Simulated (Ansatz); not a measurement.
## GaCo (Pm-3m): the cell at rest

Wanted: the relaxed cell of GaCo (Pm-3m).

Calculated with Ansatz 0.2.0; DFT PBEsol, scalar-relativistic, plane waves, PAW; PAW set soft_1.

**1. Set-up**

Symmetry: Pm-3m, No. 221, cubic system. Conventional cell: a = 2.878 Å, b = 2.878 Å, c = 2.878 Å, α = 90.00°, β = 90.00°, γ = 90.00°. Nearest to Ga lie 8 Co at 2.49 Å. Nearest to Co lie 8 Ga at 2.49 Å. Farther neighbours are not listed.

Structure file:

```cif
data_structure
_symmetry_space_group_name_H-M 'Pm-3m'
_symmetry_Int_Tables_number 221
_cell_length_a 2.8780
_cell_length_b 2.8780
_cell_length_c 2.8780
_cell_angle_alpha 90.000
_cell_angle_beta 90.000
_cell_angle_gamma 90.000
_cell_volume 23.84
loop_
_atom_site_label
_atom_site_type_symbol
_atom_site_symmetry_multiplicity
_atom_site_Wyckoff_symbol
_atom_site_fract_x
_atom_site_fract_y
_atom_site_fract_z
_atom_site_occupancy
Ga1 Ga 1 b 0.50000 0.50000 0.50000 1
Co1 Co 1 a 0.00000 0.00000 0.00000 1
```

**2. Probe on a coarse mesh**

First a cheap look: the gap decides the mesh and the occupations, the pressure tells how far the cell has to move.

Input file input.yaml:

```yaml
crystal:
  lattice:
    - [2.878, 0.0, 0.0]
    - [0.0, 2.878, 0.0]
    - [0.0, 0.0, 2.878]
  atoms:
    - { symbol: Ga, position: [0.5, 0.5, 0.5] }
    - { symbol: Co, position: [0.0, 0.0, 0.0], spin: 3.0 }
kpoints:
  mp_grid: { grid: [6, 6, 6] }
hamiltonian:
  xc: pbesol
  pseudopotentials: { kind: paw, azcp: { folder: soft_1 }, xc_functional: pbe }
scf:
  occupations: { method: gaussian, width: 0.1 }
  lower_state_search: "off"
output:
  forces: true
  stress: true
  eigenvalues: true
  populations: true
magnetization:
  spin_polarized: true
```

Command:

```console
> ansatz run input.yaml --threads 4 --pin off --max-ram 10240MiB --backend cpu --events-out ev --progress --plain --runs-dir out
```

Numbers of over 12 decimals in the logs are rounded to 6 here.

The log of the run:

```text
Engine: ansatz 0.2.0, aarch64-unknown-linux-gnu
Pseudopotentials: kind: paw
Pseudopotential: Ga, paw, valence charge 13, recommended cutoff 420 eV (normal), soft_1/Ga.paw.azcp
Pseudopotential: Co, paw, valence charge 17, recommended cutoff 420 eV (normal), soft_1/Co.paw.azcp
Functional definition: PBEsol
  exchange = pbesol_x
  correlation = pbesol_c
[...]
k-point 2 ↑: bands = [... 11 lower, 14.3056, 15.1796, 15.1796, 15.9992, 17.0388, 24.9835, 24.9835, 28.0566, ... 2 higher]
  k-point 19 ↓: bands = [... 11 lower, 12.6066, 16.4972, 16.4972, 17.3454, 20.5254, 20.5254, 20.5254, 21.5161, ... 2 higher]
--- Löwdin populations: 2 sites ---
  site symbol       q [e]    m [muB]
     0     Ga     13.4326    -0.0000
     1     Co     16.4444     0.0000
  spilling = 0.004099 (of n_electrons = 30.000000)
[key lines of the parts left out:]
SCF converged after 42 iterations
Magnetization: 0.0000 μB (15.0000 up, 15.0000 down)
Free energy (F): -8836.856312 eV
Fermi energy:    16.697555 eV
P = ⅓ Tr σ = -7.4277 GPa (-74.277 kbar)
```

Elapsed: 4.6 s, on 4 threads of Arm Neoverse V1, shared host; peak memory 0.32 GiB.

Numbers from this step:

```yaml
pressure: -7.428 GPa
volume_per_atom: 11.92 Å³
gap_on_the_k_mesh: 0 eV
```

The coarse mesh shows no gap and a pressure of -7.4 GPa.

**3. Relaxation**

The cell and atoms are relaxed, since residual forces and stress would shift the frequencies.

Input file input.yaml:

```yaml
crystal:
  lattice:
    - [2.878, 0.0, 0.0]
    - [0.0, 2.878, 0.0]
    - [0.0, 0.0, 2.878]
  atoms:
    - { symbol: Ga, position: [0.5, 0.5, 0.5] }
    - { symbol: Co, position: [0.0, 0.0, 0.0] }
kpoints:
  mp_grid: { grid: [14, 14, 14] }
hamiltonian:
  xc: pbesol
  pseudopotentials: { kind: paw, azcp: { folder: soft_1 }, xc_functional: pbe }
scf:
  occupations: { method: gaussian, width: 0.1 }
output:
  forces: true
  stress: true
  eigenvalues: true
relax:
  adjacent_minimum: "off"
  f_tol: 0.005
  max_steps: 80
  cell: { stress_tol: 0.05 }
```

The log of the run:

```text
[...]
Crystal: 2 atoms, lattice volume = 23.838 Å³
Basis set: ecut = 420 eV, 461 PW (Γ), exchange–correlation on 40×40×40 points (8 copies of the dense FFT grid, shifted against one another)
Bands: 19, of which v1, the nominal top of the filled ones, is band 15 counted from 1 (14 counted from 0)
Symmetry: 48 space group operations
[...]
k-points: 120 of 2744
[...]
SCF iter   1: F=—  HF=-8837.307183 eV  |F-HF|=—  |Δ(HF+E_count)|=         —  Δρ=1.28e-1  dr2=3.47e0  ethr=3.10e-3  ⟨swp⟩=5.0  Hψ=9447  notcnv=0
[...]
SCF iter   8: F=-8836.847226 eV  HF=-8836.847226 eV  |F-HF|=2.36e-9  |Δ(HF+E_count)|=   2.45e-8  Δρ=3.87e-6  dr2=2.09e-9  ethr=3.33e-10  ⟨swp⟩=5.9  Hψ=10813  notcnv=0
SCF 1 converged in 8 iterations: F = -8836.847226 eV  dr2 = 2.09e-9
[...]
relax step   1: F+E_penalty+E_count = -8836.84722613 eV  Δ(F+E_penalty+E_count) = +0.000e0 eV  max|allowed force component| = 1.643e-31 eV/Å  Δτ_max = 0.0000 Å  P = -7.283 GPa  Ω = 23.838 Å³  (8 SCF iters, dr2 threshold 1.00e-7 eV, accepted)
Crystal: 2 atoms, lattice volume = 23.213 Å³
[...]
iter 1 solved again at ethr=4.88e-6 eV; its pass at ethr=3.10e-3 eV (dr2=1.46e-3 eV) is discarded
[...]
SCF iter   6: F=-8836.867145 eV  HF=-8836.867145 eV  |F-HF|=1.06e-9  |Δ(HF+E_count)|=   8.37e-9  Δρ=2.87e-6  dr2=1.13e-9  ethr=5.85e-11  ⟨swp⟩=2.3  Hψ=8559  notcnv=0
SCF 2 converged in 6 iterations: F = -8836.867145 eV  dr2 = 1.13e-9
relax step   2: F+E_penalty+E_count = -8836.86714466 eV  Δ(F+E_penalty+E_count) = -1.992e-2 eV  max|allowed force component| = 5.259e-31 eV/Å  Δτ_max = 0.0000 Å  P = -2.595 GPa  Ω = 23.213 Å³  energy of the carried Pulay correction = +4.090e-4 eV  (6 SCF iters, dr2 threshold 2.00e-7 eV, accepted)
Crystal: 2 atoms, lattice volume = 22.881 Å³
[...]
SCF iter   6: F=-8836.869877 eV  HF=-8836.869877 eV  |F-HF|=4.37e-10  |Δ(HF+E_count)|=   5.91e-9  Δρ=1.68e-6  dr2=4.91e-10  ethr=3.67e-11  ⟨swp⟩=2.2  Hψ=8260  notcnv=0
SCF 3 converged in 6 iterations: F = -8836.869877 eV  dr2 = 4.91e-10
relax step   3: F+E_penalty+E_count = -8836.86987697 eV  Δ(F+E_penalty+E_count) = -2.732e-3 eV  max|allowed force component| = 9.039e-32 eV/Å  Δτ_max = 0.0000 Å  P = +0.211 GPa  Ω = 22.881 Å³  energy of the carried Pulay correction = +6.307e-4 eV  (6 SCF iters, dr2 threshold 2.00e-7 eV, accepted)
[...]
relax step   4: F+E_penalty+E_count = -8836.86987620 eV  Δ(F+E_penalty+E_count) = +7.783e-7 eV  max|allowed force component| = 1.315e-30 eV/Å  Δτ_max = 0.0000 Å  P = -0.005 GPa  Ω = 22.906 Å³  energy of the carried Pulay correction = +6.141e-4 eV  (6 SCF iters, dr2 threshold 1.11e-7 eV, accepted)
[...]
SCF iter   6: F=-8836.869239 eV  HF=-8836.869239 eV  |F-HF|=0.00e0  |Δ(HF+E_count)|=  2.36e-11  Δρ=7.80e-8  dr2=7.55e-13  ethr=1.00e-12  ⟨swp⟩=5.5  Hψ=10016  notcnv=0
SCF 5 converged in 6 iterations: F = -8836.869239 eV  dr2 = 7.55e-13
relax step   5: F+E_penalty+E_count = -8836.86923926 eV  Δ(F+E_penalty+E_count) = +6.369e-4 eV  max|allowed force component| = 1.052e-30 eV/Å  Δτ_max = 0.0000 Å  P = +0.000 GPa  Ω = 22.906 Å³  stress off target by 4.05e-4 GPa  SCF on the basis re-selected at this cell (its energy is not comparable with the rows above)  (6 SCF iters)
basis re-selected at this cell: Δ(F+E_penalty+E_count) = +6.369e-4 eV, ΔP = +0.006 GPa vs the last step (what re-selecting the basis moved, of the pressure what is left beyond the Pulay correction that the steps carried, after the strain that the cell walked since its last selection, with what the two solves' SCF thresholds leave and, on support functions, any second-order correction that the steps lacked; it is no m [...]
SCF converged after 6 iterations
Free energy (F): -8836.869239 eV
[...]
Internal energy: -8836.862731 eV  (E = F + TS)
E sigma→0 (E₀):  -8836.865985 eV
Entropy (-TS):   -0.006508 eV (-3.254 meV/atom)
Fermi energy:    17.578108 eV
[...]
--- Stress (GPa, compression-positive) ---
        0.000405       0.000000       0.000000
        0.000000       0.000405       0.000000
        0.000000       0.000000       0.000405
  P = ⅓ Tr σ = 0.0004 GPa (0.004 kbar)
--- Band table (eV; the first three rows and the last of 120) ---
  k-point 0: bands = [... 11 lower, 14.8328, 16.8004, 16.8004, 16.8004, 22.8482, 22.8482, 22.8482, 28.8113]
  k-point 1: bands = [... 11 lower, 14.8434, 16.7291, 16.7291, 16.8004, 22.0978, 23.0289, 23.0289, 28.8255]
  k-point 2: bands = [... 11 lower, 14.8734, 16.5432, 16.5432, 16.8006, 20.6048, 23.5432, 23.5432, 28.8680]
  k-point 119: bands = [... 11 lower, 13.2251, 17.3360, 17.3360, 18.4350, 21.4407, 21.4407, 21.4407, 22.5379]
--- Relaxed structure (4 steps of the walk, 4 accepted, 1 SCFs on fresh bases) ---
  F+E_penalty+E_count = -8836.86923926 eV   max|allowed force component| = 1.052e-30 eV/Å   (the final SCF, on the basis selected at the relaxed cell)
  cell:  # Å, volume = 22.9055 Å³
    - [2.839968, 0, 0]
    - [0, 2.839968, 0.0]
    - [0, 0.0, 2.839968]
  atoms:
    - { symbol: Ga, position: [0.500000, 0.500000, 0.500000] }
    - { symbol: Co, position: [0, 0, 0] }
```

Run time: 5 s. Hardware: 4 threads; peak memory 0.37 GiB; 18 s of CPU time.

Step by step:

```csv
step,energy less that of the first step (eV),largest force component (eV/Å),pressure (GPa),volume (Å³)
1,0.0000,0.0000,-7.28,23.84
2,-0.0199,0.0000,-2.59,23.21
3,-0.0227,0.0000,0.21,22.88
4,-0.0227,0.0000,-0.01,22.91
5*,-0.0220,0.0000,0.00,22.91
```

Relaxation steps marked * repeat the geometry before them on a plane-wave basis chosen anew for their cell, so energy and pressure can jump there.

Forces are held to the 48 operations that the run works with; a distortion that breaks them can't arise in this run.

```csv
"conventional cell, symmetrised",before,after,change
a (Å),2.878,2.840,-1.3 %
b (Å),2.878,2.840,-1.3 %
c (Å),2.878,2.840,-1.3 %
volume (Å³/atom),11.92,11.45,-3.9 %
```

Final coordinates:

```xyz
2
Lattice="2.8400 0.0000 0.0000 0.0000 2.8400 0.0000 0.0000 0.0000 2.8400" Properties=species:S:1:pos:R:3 pbc="T T T"
Ga    1.4200    1.4200    1.4200
Co    0.0000    0.0000    0.0000
```

Numbers from this step:

```yaml
pressure: 4.05e-4 GPa
volume_per_atom: 11.45 Å³
```

In this step the volume went from 11.92 to 11.45 Å³/atom.

**4. Tight relaxation**

Phonons need a cell at rest on their own settings, so the relaxation is repeated with tight tolerances on forces and stress on the k mesh and occupations of the first response run.

input.yaml, the sections that differ from step 3:

```yaml
crystal:
  lattice:
    - [2.8399676884, 0.0, 0.0]
    - [0.0, 2.8399676884, 0.0]
    - [0.0, 0.0, 2.8399676884]
  atoms:
    - { symbol: Ga, position: [0.5, 0.5, 0.5] }
    - { symbol: Co, position: [0.0, 0.0, 0.0] }
kpoints:
  mp_grid: { grid: [16, 16, 16] }
scf:
  occupations: { method: methfessel_paxton, width: 0.2 }
relax:
  adjacent_minimum: "off"
  f_tol: 0.001
  max_steps: 60
  cell: { stress_tol: 0.01 }
# hamiltonian, output: as in step 3
```

The log of the run:

```text
[...]
Crystal: 2 atoms, lattice volume = 22.906 Å³
Basis set: ecut = 420 eV, 461 PW (Γ), exchange–correlation on 40×40×40 points (8 copies of the dense FFT grid, shifted against one another)
Bands: 19, of which v1, the nominal top of the filled ones, is band 15 counted from 1 (14 counted from 0)
Symmetry: 48 space group operations
[...]
k-points: 165 of 4096
[...]
k-point 164: bands = [... 11 lower, 13.2263, 17.3357, 17.3357, 18.4397, 21.4442, 21.4442, 21.4442, 22.5405]
--- Relaxed structure (3 steps of the walk, 3 accepted, 1 SCFs on fresh bases) ---
[...]
cell:  # Å, volume = 22.9019 Å³
    - [2.839819, 0, 0.0]
    - [0, 2.839819, 0]
    - [0.0, 0, 2.839819]
  atoms:
    - { symbol: Ga, position: [0.5, 0.5, 0.5] }
    - { symbol: Co, position: [0, 0, 0] }
[key lines of the parts left out:]
SCF converged after 4 iterations
Free energy (F): -8836.866421 eV
Fermi energy:    17.567251 eV
P = ⅓ Tr σ = 0.0003 GPa (0.003 kbar)
```

Elapsed: 4.6 s, on 4 threads; peak memory 0.39 GiB.

Little changed from the start: no atom moved by 0.005 Å and no cell edge by 0.1 %.

Numbers from this step:

* pressure: 3.39e-4 GPa

The forces vanish by symmetry and the pressure is 0.000 GPa, within the tolerances set. The cell now holds 11.45 Å³/atom.

**5. Outcome**

```
space group after relaxation (within 0.01 Å) : Pm-3m
lattice constant a                           : 2.840 Å
lattice constant b                           : 2.840 Å
lattice constant c                           : 2.840 Å
volume per atom                              : 11.5 Å³
```

**Reading.** The forces vanish by symmetry and the pressure is 0.000 GPa, within the tolerances set. The cell now holds 11.45 Å³/atom. The relaxation keeps the symmetry of its start, so it says nothing on stability against lower symmetry. Some magnetic starts kept moments in single points, but the one carried on lost them, and the others were not relaxed, so the runs shown are non-magnetic; if the real compound is magnetic, its cell and modes can differ much. The PAW files were made for PBE and serve the other functionals too.

[Logs are printed without paths, hosts, clocks, repeated set-up lines and the standing remarks that a program may print on its own settings, such as how far it seeks lower states.]

[Hosts, paths, dates, database ids (printed as entryN), source tags and the programs' standing remarks are cut or masked in the printed files.]
